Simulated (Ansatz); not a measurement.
# CsBiSe3 (model cell, started as cubic perovskite with Bi in the octahedra): following an unstable mode

Which phase does CsBiSe3 (model cell, started as cubic perovskite with Bi in the octahedra) fall into along its unstable mode, and how much energy does it gain?

Main program and level: Ansatz 0.2.0; DFT PBE, scalar-relativistic, plane waves, PAW; PAW set soft_1.

Most raw output is cut from this account.

The structure was built from a prototype and need not be the compound's stable phase.

**1. Set-up**

It takes space group Pm-3m (No. 221, cubic). The conventional cell has a = 5.646 Å, b = 5.646 Å, c = 5.646 Å, α = 90.00°, β = 90.00°, γ = 90.00°. Nearest to Cs lie 12 Se at 3.99 Å. Bi has 6 Se at 2.82 Å nearest. Nearest to Se lie 2 Bi at 2.82 Å and 4 Cs at 3.99 Å. Farther neighbours and most contacts between anions are not listed.

**2. The dispersion**

The cell comes from relaxations at this level that are not shown. Stability and thermal properties need the whole zone. Linear response on a 2×2×2 q mesh gives force constants as far as a supercell of that size would.

Contents of input.yaml:

```yaml
crystal:
  lattice:
    - [5.6457865512, 0.0, 0.0]
    - [0.0, 5.6457865512, 0.0]
    - [0.0, 0.0, 5.6457865512]
  atoms:
    - { symbol: Cs, position: [0.0, 0.0, 0.0] }
    - { symbol: Bi, position: [0.5, 0.5, 0.5] }
    - { symbol: Se, position: [0.5, 0.5, 0.0] }
    - { symbol: Se, position: [0.5, 0.0, 0.5] }
    - { symbol: Se, position: [0.0, 0.5, 0.5] }
kpoints:
  mp_grid: { grid: [6, 6, 6] }
hamiltonian:
  xc: pbe
  pseudopotentials: { kind: paw, azcp: { folder: soft_1 } }
scf:
  occupations: { method: methfessel_paxton, width: 0.2 }
output:
  eigenvalues: true
phonons:
  method: dfpt
  qmesh: [2, 2, 2]
  temperatures: { t_max: 1000, t_step: 50 }
  qpath:
    path:
      - [[0.0, 0.0, 0.0], [0.0, 0.5, 0.0], [0.5, 0.5, 0.0], [0.0, 0.0, 0.0], [0.5, 0.5, 0.5], [0.0, 0.5, 0.0]]
      - [[0.5, 0.5, 0.5], [0.5, 0.5, 0.0]]
    npoints: 10
```

Started as:

```bash
$ ansatz run input.yaml --threads 4 --pin off --max-ram 16384MiB --backend cpu --events-out ev --progress --plain --runs-dir out
```

Wall time 6.1 min (4 threads of Arm Neoverse V1, shared host); peak memory 1.7 GiB.

Numbers from this step:

| Item | Value |
| --- | --- |
| volume per atom | 35.99 Å³ |
| gap on the k-mesh | 0 eV |
| sum-rule residual before enforcement | 4.27e-5 eV/Å² |
| lowest frequency on the path | -58.64 cm⁻¹ |
| point group | m-3m |
| highest frequency on the path or at a solved wavevector | 145.9 cm⁻¹ |
| highest optical mode at the zone centre (no LO-TO term) | 70.11 cm⁻¹ |
| lowest optical zone-centre mode | -47.96 cm⁻¹ |
| lowest mode on the q mesh (acoustic modes at Γ apart) | -58.64 cm⁻¹ |

Frequencies (cm⁻¹) solved at each irreducible wavevector; negative means imaginary. Frequencies by wavevector, by row:

| q in reciprocal lattice units | star | mode 1 | mode 2 | mode 3 | mode 4 | mode 13 | mode 14 | mode 15 |
| --- | --- | --- | --- | --- | --- | --- | --- | --- |
| 0 0 0 | 1 | -48 | -48 | -48 | -5.5 | 70.1 | 70.1 | 70.1 |
| 0 0 -0.5 | 3 | -55.9 | -53.1 | -42.4 | -42.4 | 74.8 | 88.2 | 141.6 |
| 0 -0.5 -0.5 | 3 | -58.6 | -58.6 | -38.9 | -38.9 | 87 | 132.7 | 145.7 |
| -0.5 -0.5 -0.5 | 1 | -48.8 | -48.8 | -48.8 | 21 | 135.1 | 135.1 | 145.9 |

Interpolated from a 2×2×2 q mesh. The phonon branches at the labelled points (cm⁻¹):

| point | branch 1 | branch 2 | branch 3 | branch 4 | branch 12 | branch 13 | branch 14 | branch 15 |
| --- | --- | --- | --- | --- | --- | --- | --- | --- |
| Γ | -48 | -48 | -48 | -6 | 50 | 70 | 70 | 70 |
| halfway | -50 | -46 | -46 | -38 | 66 | 72 | 72 | 111 |
| X | -56 | -53 | -42 | -42 | 75 | 75 | 88 | 142 |
| halfway | -57 | -47 | -46 | -41 | 72 | 88 | 110 | 141 |
| M | -59 | -59 | -39 | -39 | 87 | 87 | 133 | 146 |
| halfway | -49 | -48 | -45 | -41 | 66 | 72 | 107 | 115 |
| Γ | -48 | -48 | -48 | -6 | 50 | 70 | 70 | 70 |
| halfway | -48 | -48 | -48 | -34 | 64 | 107 | 107 | 117 |
| R | -49 | -49 | -49 | 21 | 86 | 135 | 135 | 146 |
| halfway | -50 | -50 | -50 | -33 | 87 | 108 | 111 | 141 |
| X | -56 | -53 | -42 | -42 | 75 | 75 | 88 | 142 |
| jump to R | -49 | -49 | -49 | 21 | 86 | 135 | 135 | 146 |
| halfway | -53 | -53 | -43 | -25 | 86 | 109 | 134 | 144 |
| M | -59 | -59 | -39 | -39 | 87 | 87 | 133 | 146 |

Symmetry leaves 4 wavevectors to solve. The lowest mode among them, the acoustic zeros apart, lies at q = (0, -0.5, -0.5) and is imaginary, 58.6i cm⁻¹, so the energy falls along it.

**3. The mode frozen in, largest atomic shift 0 Å**

The mode followed lies at q = (0, -0.5, -0.5) with frequency 58.6i cm⁻¹ and is 2-fold degenerate, the softest among the wavevectors solved. At small amplitude the distorted cell has space group no. 10 by a symmetry search on the positions. The undistorted cell that holds it gives the zero of energy on the same k mesh.

System of this step: CsBiSe3 (model cell, started as cubic perovskite with Bi in the octahedra). It takes space group Pm-3m (No. 221, cubic). Conventional cell: a = 5.646 Å, b = 5.646 Å, c = 5.646 Å, α = 90.00°, β = 90.00°, γ = 90.00°. Cs has 12 Se at 3.99 Å nearest. Nearest to Bi lie 6 Se at 2.82 Å. Se has 2 Bi at 2.82 Å and 4 Cs at 3.99 Å nearest. Nearest to Se lie 2 Bi at 2.82 Å and 4 Cs at 3.99 Å. Farther neighbours and most contacts between anions are not listed.

input.yaml, the sections that differ from step 2:

```yaml
crystal:
  lattice:
    - [-5.6457865512, 0.0, 0.0]
    - [0.0, -5.6457865512, -5.6457865512]
    - [0.0, -5.6457865512, 5.6457865512]
  atoms:
    - { symbol: Cs, position: [1.0, 1.0, 0.0] }
    - { symbol: Cs, position: [1.0, 0.5, 0.5] }
    - { symbol: Bi, position: [0.5, 0.0, 0.5] }
    - { symbol: Bi, position: [0.5, 0.5, 0.0] }
    - { symbol: Se, position: [0.5, 0.25, 0.25] }
    - { symbol: Se, position: [0.5, 0.75, 0.75] }
    - { symbol: Se, position: [0.5, 0.75, 0.25] }
    - { symbol: Se, position: [0.5, 0.25, 0.75] }
    - { symbol: Se, position: [1.0, 0.0, 0.5] }
    - { symbol: Se, position: [1.0, 0.5, 0.0] }
output:
  forces: true
  stress: true
  eigenvalues: true
# kpoints, hamiltonian, scf: as in step 2
# phonons: removed
```

It took 22 s on 4 threads; peak memory 1.5 GiB.

This step gave:

```
pressure                         : 0.1206 GPa
energy from the undistorted cell : 0 meV/atom
```

The run ends at a pressure of 0.12 GPa.

**4. The mode frozen in, largest atomic shift 0.6 Å**

The atoms are moved along the unstable eigenvector, the largest shift by 0.6 Å, with the cell fixed.

input.yaml, the sections that differ from step 3:

```yaml
crystal:
  lattice:
    - [-5.6457865512, 0.0, 0.0]
    - [0.0, -5.6457865512, -5.6457865512]
    - [0.0, -5.6457865512, 5.6457865512]
  atoms:
    - { symbol: Cs, position: [1.0, 1.0093257566, 0.0038197149] }
    - { symbol: Cs, position: [1.0, 0.4906742434, 0.4961802851] }
    - { symbol: Bi, position: [0.5, 0.0111775617, 0.4954218086] }
    - { symbol: Bi, position: [0.5, 0.4888224383, 0.0045781914] }
    - { symbol: Se, position: [0.5, 0.25, 0.25] }
    - { symbol: Se, position: [0.5, 0.75, 0.75] }
    - { symbol: Se, position: [0.5, 0.75, 0.25] }
    - { symbol: Se, position: [0.5, 0.25, 0.75] }
    - { symbol: Se, position: [1.0, -0.0695399891, 0.5284827216] }
    - { symbol: Se, position: [1.0, 0.5695399891, -0.0284827216] }
# kpoints, hamiltonian, scf, output: as in step 3
```

Run time: 49 s. Hardware: 4 threads; peak memory 2 GiB; 3.2 min of CPU time.

Numbers from this step:

```
pressure                         : -0.1547 GPa
energy from the undistorted cell : -12.50 meV/atom
```

The energy, extrapolated to zero smearing, is -12.50 meV/atom against the undistorted cell.

The run ends at a pressure of -0.15 GPa, with forces up to 0.31 eV/Å.

**5. Energy along the mode, all amplitudes (two of the runs are shown above)**

An imaginary frequency means negative curvature, so the energy should fall and then rise again as anharmonic terms take over.

This step gave:

```yaml
depth_at_the_lowest_point_sampled: 12.50 meV/atom
largest_atomic_shift_at_that_point: 0.6 Å
```

Table of energy from the parent by largest atomic shift:

| largest atomic shift (Å) | energy from the parent (meV/atom) |
| --- | --- |
| 0.000 | 0 |
| 0.040 | -0.169 |
| 0.080 | -0.673 |
| 0.140 | -2.02 |
| 0.220 | -4.67 |
| 0.320 | -8.44 |
| 0.450 | -12.0 |
| 0.600 | -12.5 |

Displacement at unit largest shift by atom:

| atom | x (Å) | y (Å) | z (Å) | size |
| --- | --- | --- | --- | --- |
| Cs1 | 0.000 | -0.124 | -0.052 | 0.134 |
| Cs2 | 0.000 | 0.124 | 0.052 | 0.134 |
| Bi3 | 0.000 | -0.062 | -0.148 | 0.160 |
| Bi4 | 0.000 | 0.062 | 0.148 | 0.160 |
| Se5 | 0.000 | 0.000 | 0.000 | 0.000 |
| Se6 | 0.000 | 0.000 | 0.000 | 0.000 |
| Se7 | 0.000 | 0.000 | 0.000 | 0.000 |
| Se8 | 0.000 | 0.000 | 0.000 | 0.000 |
| Se9 | 0.000 | 0.386 | 0.922 | 1.000 |
| Se10 | 0.000 | -0.386 | -0.922 | 1.000 |

The lowest of the steps tried is the last one, at 0.6 Å, 12.5 meV/atom below the parent; the bottom of the well need not coincide with a step.

**6. Relaxation from the frozen mode**

Starting from the lowest point found, all atoms and the cell are let go, so that strain and other modes of the same symmetry can join in.

input.yaml: that of step 4 with these lines changed.

```diff
@@ -27 +27,6 @@
   eigenvalues: true
+relax:
+  adjacent_minimum: "off"
+  f_tol: 0.002
+  max_steps: 120
+  cell: { stress_tol: 0.03 }
```

Elapsed: 13 min, on 4 threads; peak memory 2.1 GiB.

Relaxation path:

| step | energy less that of the first step (eV) | largest force component (eV/Å) | pressure (GPa) | volume (Å³) |
| --- | --- | --- | --- | --- |
| 1 | 0.0000 | 0.3006 | -0.15 | 359.92 |
| 2 | -0.1507 | 0.1225 | -0.18 | 357.64 |
| 3 | -0.3244 | 0.2194 | 0.04 | 351.38 |
| 4 | -0.5087 | 0.2506 | 0.09 | 346.64 |
| 5 | -0.6964 | 0.1160 | -0.10 | 342.61 |
| 6 | -0.8178 | 0.2739 | -0.15 | 336.36 |
| 7 | -0.7691 | 0.7683 | -0.24 | 339.13 |
| 8 | -0.8795 | 0.0395 | -0.10 | 336.13 |
| 9 | -0.8924 | 0.0377 | -0.02 | 334.72 |
| 10 | -0.8963 | 0.0151 | -0.04 | 334.23 |
| 11 | -0.8965 | 0.0082 | 0.05 | 333.42 |
| 12 | -0.8966 | 0.0015 | 0.00 | 333.81 |
| 13* | -0.9009 | 0.0016 | 0.03 | 333.81 |
| 14 | -0.9011 | 0.0018 | 0.00 | 333.98 |
| 15* | -0.9011 | 0.0018 | 0.00 | 333.98 |

Relaxation steps marked * repeat the geometry before them on a plane-wave basis chosen anew for their cell, so energy and pressure can jump there. Relaxation step 7 was tried and not accepted.

The run keeps the 4 symmetry operations that it works with, so distortions that break them were not tested.

| cell as run | before | after | change |
| --- | --- | --- | --- |
| a (Å) | 5.646 | 4.557 | -19.3 % |
| b (Å) | 7.984 | 9.156 | +14.7 % |
| c (Å) | 7.984 | 8.006 | +0.3 % |
| α (°) | 90.00 | 91.38 | +1.5 % |
| volume (Å³/atom) | 35.99 | 33.40 | -7.2 % |

The atoms that moved most (Å, as changes of fractional coordinates times the final cell):

| atom | dx | dy | dz | length |
| --- | --- | --- | --- | --- |
| Se10 | 0.000 | -0.711 | -0.529 | 0.886 |
| Se9 | 0.000 | 0.711 | 0.529 | 0.886 |
| Cs1 | 0.000 | -0.119 | -0.230 | 0.259 |
| Cs2 | 0.000 | 0.119 | 0.230 | 0.259 |
| Bi3 | 0.000 | -0.139 | -0.158 | 0.210 |
| Bi4 | 0.000 | 0.139 | 0.158 | 0.210 |

Numbers from this step:

| Quantity | Value |
| --- | --- |
| pressure | -0.002624 GPa |
| volume per atom | 33.40 Å³ |

The distorted start has space group P2/m; the relaxation ends in P2/m.

**7. The new phase in its own primitive cell**

The relaxed structure is symmetrised, reduced to its primitive cell and relaxed tightly, as its phonons need.

Contents of input.yaml:

```yaml
crystal:
  lattice:
    - [8.0064573151, 0.0, 0.0]
    - [0.0, 4.5572433626, 0.0]
    - [-0.2199274075, 0.0, 9.1532812089]
  atoms:
    - { symbol: Cs, position: [0.7556521348, 0.0, 0.7137833986] }
    - { symbol: Cs, position: [0.2443478652, 0.0, 0.2862166014] }
    - { symbol: Bi, position: [0.2558911846, 0.5, 0.7159027933] }
    - { symbol: Bi, position: [0.7441088154, 0.5, 0.2840972067] }
    - { symbol: Se, position: [0.5, 0.5, 0.5] }
    - { symbol: Se, position: [0.0, 0.5, 0.0] }
    - { symbol: Se, position: [0.5, 0.5, 0.0] }
    - { symbol: Se, position: [0.0, 0.5, 0.5] }
    - { symbol: Se, position: [0.2388909233, 0.0, 0.9154946766] }
    - { symbol: Se, position: [0.7611090767, 0.0, 0.0845053234] }
kpoints:
  mp_grid: { grid: [6, 8, 4] }
hamiltonian:
  xc: pbe
  pseudopotentials: { kind: paw, azcp: { folder: soft_1 } }
scf:
  occupations: { method: methfessel_paxton, width: 0.2 }
output:
  forces: true
  stress: true
  eigenvalues: true
relax:
  adjacent_minimum: "off"
  f_tol: 0.001
  max_steps: 60
  cell: { stress_tol: 0.01 }
```

The job ended after 6.5 min (4 threads; peak memory 1.8 GiB; 26 min of CPU time).

Step by step:

| step | energy less that of the first step (eV) | largest force component (eV/Å) | pressure (GPa) | volume (Å³) |
| --- | --- | --- | --- | --- |
| 1 | 0.0000 | 0.0251 | -0.01 | 333.98 |
| 2 | -0.0010 | 0.0124 | -0.01 | 334.00 |
| 3 | -0.0018 | 0.0116 | 0.04 | 333.90 |
| 4 | -0.0020 | 0.0260 | -0.01 | 334.28 |
| 5 | -0.0029 | 0.0133 | -0.03 | 334.36 |
| 6 | -0.0031 | 0.0162 | 0.07 | 333.55 |
| 7 | -0.0033 | 0.0092 | 0.00 | 334.07 |
| 8 | -0.0033 | 0.0058 | -0.01 | 334.19 |
| 9 | -0.0033 | 0.0013 | 0.00 | 334.08 |
| 10 | -0.0033 | 0.0004 | 0.00 | 334.05 |
| 11* | -0.0033 | 0.0004 | 0.00 | 334.05 |

Relaxation steps marked * repeat the geometry before them on a plane-wave basis chosen anew for their cell, so energy and pressure can jump there.

Forces are held to the 4 operations that the run works with; a distortion that breaks them can't arise in this run.

| cell as run | before | after | change |
| --- | --- | --- | --- |
| a (Å) | 8.006 | 7.978 | -0.4 % |
| b (Å) | 4.557 | 4.589 | +0.7 % |
| c (Å) | 9.156 | 9.124 | -0.3 % |
| β (°) | 91.38 | 90.01 | -1.5 % |
| volume (Å³/atom) | 33.40 | 33.40 | +0.0 % |

The atoms that moved most (Å, as changes of fractional coordinates times the final cell):

| atom | dx | dy | dz | length |
| --- | --- | --- | --- | --- |
| Se9 | 0.088 | 0.000 | 0.011 | 0.089 |
| Se10 | -0.088 | 0.000 | -0.011 | 0.089 |
| Bi3 | -0.047 | 0.000 | 0.014 | 0.049 |
| Bi4 | 0.047 | 0.000 | -0.014 | 0.049 |
| Cs1 | -0.045 | 0.000 | -0.012 | 0.046 |
| Cs2 | 0.045 | 0.000 | 0.012 | 0.046 |

The relaxed structure:

```cif
data_structure
_symmetry_space_group_name_H-M 'P 1'
_symmetry_Int_Tables_number 1
_cell_length_a 7.9776
_cell_length_b 4.5894
_cell_length_c 9.1239
_cell_angle_alpha 90.000
_cell_angle_beta 90.007
_cell_angle_gamma 90.000
_cell_volume 334.05
loop_
_atom_site_label
_atom_site_type_symbol
_atom_site_fract_x
_atom_site_fract_y
_atom_site_fract_z
_atom_site_occupancy
Cs1 Cs 0.75003 0.00000 0.71257 1
Cs2 Cs 0.24997 0.00000 0.28743 1
Bi3 Bi 0.25003 0.50000 0.71755 1
Bi4 Bi 0.74997 0.50000 0.28245 1
Se5 Se 0.50000 0.50000 0.50000 1
Se6 Se 0.00000 0.50000 0.00000 1
Se7 Se 0.50000 0.50000 0.00000 1
Se8 Se 0.00000 0.50000 0.50000 1
Se9 Se 0.24997 0.00000 0.91661 1
Se10 Se 0.75003 0.00000 0.08339 1
```

This step gave:

* pressure: 0.003843 GPa

The largest force component left is 0.44 meV/Å and the pressure is 0.004 GPa, within the tolerances set. The cell now holds 33.40 Å³/atom.

**8. Modes of the new phase, k-mesh 6×8×4**

A relaxed structure may still be a saddle point, so its zone-centre modes are computed. No field response is asked, since the mesh shows no gap.

Contents of input.yaml:

```yaml
crystal:
  lattice:
    - [7.9770561997, 0.0, 0.0953349085]
    - [0.0, 4.5893995611, 0.0]
    - [-0.1101293654, 0.0, 9.123264278]
  atoms:
    - { symbol: Cs, position: [0.7500267106, 0.0, 0.7125650439] }
    - { symbol: Cs, position: [0.2499732894, 0.0, 0.2874349561] }
    - { symbol: Bi, position: [0.2500298179, 0.5, 0.7175467504] }
    - { symbol: Bi, position: [0.7499701821, 0.5, 0.2824532496] }
    - { symbol: Se, position: [0.5, 0.5, 0.5] }
    - { symbol: Se, position: [0.0, 0.5, 0.0] }
    - { symbol: Se, position: [0.5, 0.5, 0.0] }
    - { symbol: Se, position: [0.0, 0.5, 0.5] }
    - { symbol: Se, position: [0.2499692594, 0.0, 0.916607578] }
    - { symbol: Se, position: [0.7500307406, 0.0, 0.083392422] }
kpoints:
  mp_grid: { grid: [6, 8, 4] }
hamiltonian:
  xc: pbe
  pseudopotentials: { kind: paw, azcp: { folder: soft_1 } }
scf:
  occupations: { method: methfessel_paxton, width: 0.2 }
output:
  eigenvalues: true
phonons:
  method: dfpt
```

Elapsed: 33 min, on 4 threads; peak memory 6.1 GiB; 2.1 h of CPU time.

Numbers from this step:

* sum-rule residual before enforcement: 2.37e-4 eV/Å²
* point group: 2/m
* highest optical mode at the zone centre (no LO-TO term): 159.3 cm⁻¹
* lowest optical zone-centre mode: -103.5 cm⁻¹

Patterns of degenerate modes are one choice out of their space. The modes at Γ (shares of kinetic energy by element, %) (negative means imaginary):

| mode | frequency (cm⁻¹) | symmetry | Cs % | Bi % | Se % |
| --- | --- | --- | --- | --- | --- |
| 1 | -103.5 | Bg | 0 | 9 | 91 |
| 2 | -77.2 | Au | 0 | 0 | 100 |
| 3 | -72.7 | Bu | 1 | 4 | 95 |
| 4 | -35.6 | Bu | 3 | 24 | 73 |
| 5 | 0.0 | acoustic | 23 | 36 | 41 |
| 6 | 0.0 | acoustic | 23 | 36 | 41 |
| 7 | 0.0 | acoustic | 23 | 36 | 41 |
| 8 | 21.3 | Bu | 13 | 50 | 37 |
| 9 | 25.4 | Au | 39 | 18 | 44 |
| 10 | 32.8 | Bu | 45 | 30 | 25 |
| 11 | 49.8 | Ag | 91 | 8 | 1 |
| 12 | 51.1 | Bg | 100 | 0 | 0 |
| 13 | 51.3 | Ag | 0 | 6 | 94 |
| 14 | 54.6 | Au | 0 | 25 | 75 |
| 15 | 55.1 | Ag | 62 | 21 | 17 |
| 16 | 55.8 | Bu | 0 | 0 | 100 |
| 17 | 60.2 | Au | 0 | 0 | 100 |
| 18 | 77.3 | Bu | 28 | 1 | 71 |
| 19 | 77.4 | Bu | 1 | 2 | 97 |
| 20 | 78.8 | Au | 38 | 0 | 62 |
| 21 | 83.3 | Bg | 0 | 91 | 9 |
| 22 | 87.6 | Bu | 28 | 0 | 72 |
| 23 | 91.4 | Ag | 9 | 86 | 5 |
| 24 | 99.8 | Bu | 26 | 2 | 72 |
| 25 | 101.2 | Ag | 36 | 54 | 10 |
| 26 | 109.5 | Bu | 1 | 7 | 92 |
| 27 | 120.6 | Bu | 7 | 7 | 86 |
| 28 | 123.0 | Au | 0 | 21 | 79 |
| 29 | 139.5 | Ag | 2 | 25 | 73 |
| 30 | 159.3 | Bu | 1 | 1 | 99 |

Displacements in mode 1 (-103.5 cm⁻¹), the largest set to 1:
```
Cs1  0.00  0.01  0.00
Cs2  0.00 -0.01  0.00
Bi3  0.00  0.20  0.00
Bi4  0.00 -0.20  0.00
Se5  0.00  0.00  0.00
Se6  0.00  0.00  0.00
Se7  0.00  0.00  0.00
Se8  0.00  0.00  0.00
Se9  0.00  1.00  0.00
Se10 0.00 -1.00  0.00
```

Displacements in mode 16 (55.8 cm⁻¹), the largest set to 1:
```
Cs1 -0.01  0.00  0.00
Cs2 -0.01  0.00  0.00
Bi3 -0.04  0.00  0.00
Bi4 -0.04  0.00  0.00
Se5 -0.36  0.00  0.46
Se6  0.05  0.00  1.00
Se7  0.07  0.00 -1.00
Se8 -0.35  0.00 -0.46
Se9  0.43  0.00  0.01
Se10 0.43  0.00  0.01
```

Before it was imposed, the acoustic sum rule was missed by 2.4e-4 eV/Å². Small misses are needed for a sound result but don't prove that mesh and cutoff are converged. The lowest optical mode is imaginary, 103.5i cm⁻¹, so the energy falls along it.

**9. Results**

| Quantity | Value |
| --- | --- |
| unstable mode of the parent | q = (0, -0.5, -0.5), 59i cm⁻¹ |
| depth at the lowest point sampled | 12.5 meV/atom |
| largest atomic shift at that point | 0.6 Å |
| space group reached (within 0.01 Å) | Pmma |
| energy gained over the parent (first relaxation, on the mesh of the frozen mode) | 103 meV/atom |
| volume per atom, phase reached | 33.4 Å³ |
| lowest optical zone-centre mode, phase reached | -104 cm⁻¹ |
| highest optical mode at the zone centre (no LO-TO term), phase reached | 159 cm⁻¹ |

What this shows: Along this mode the structure falls into Pmma, 103 meV/atom below the parent. At the parent's cell the well is 12.50 meV/atom deep on the steps tried, with its lowest point at a shift of 0.6 Å. That is the last step tried, so the steps alone don't bracket the bottom of the well. Relaxing atoms and cell changes the gain by +90.24 meV/atom against the lowest step (energies at zero smearing). Most of the total comes from this relaxation. The new phase still has an imaginary mode at the zone centre of its cell, so it is a saddle point on the way to a lower structure. Of the 4 patterns followed to their end from this parent, this one reaches the lowest energy. Each path keeps the symmetry of its pattern, so a lower phase may lie along a pattern not tried. With no gap, or one that is small against the smearing, the frequencies hang on the k mesh and the smearing, most of all near Kohn anomalies. Spin-orbit coupling is left out, which can matter for the heavy elements here. The starting cell was built on a prototype and not taken from a measurement, so the phase need not exist.

[Logs are printed without paths, hosts, clocks, repeated set-up lines and the standing remarks that a program may print on its own settings, such as how far it seeks lower states.]

[Hosts, paths, dates, database ids (printed as entryN), source tags and the programs' standing remarks are cut or masked in the printed files.]
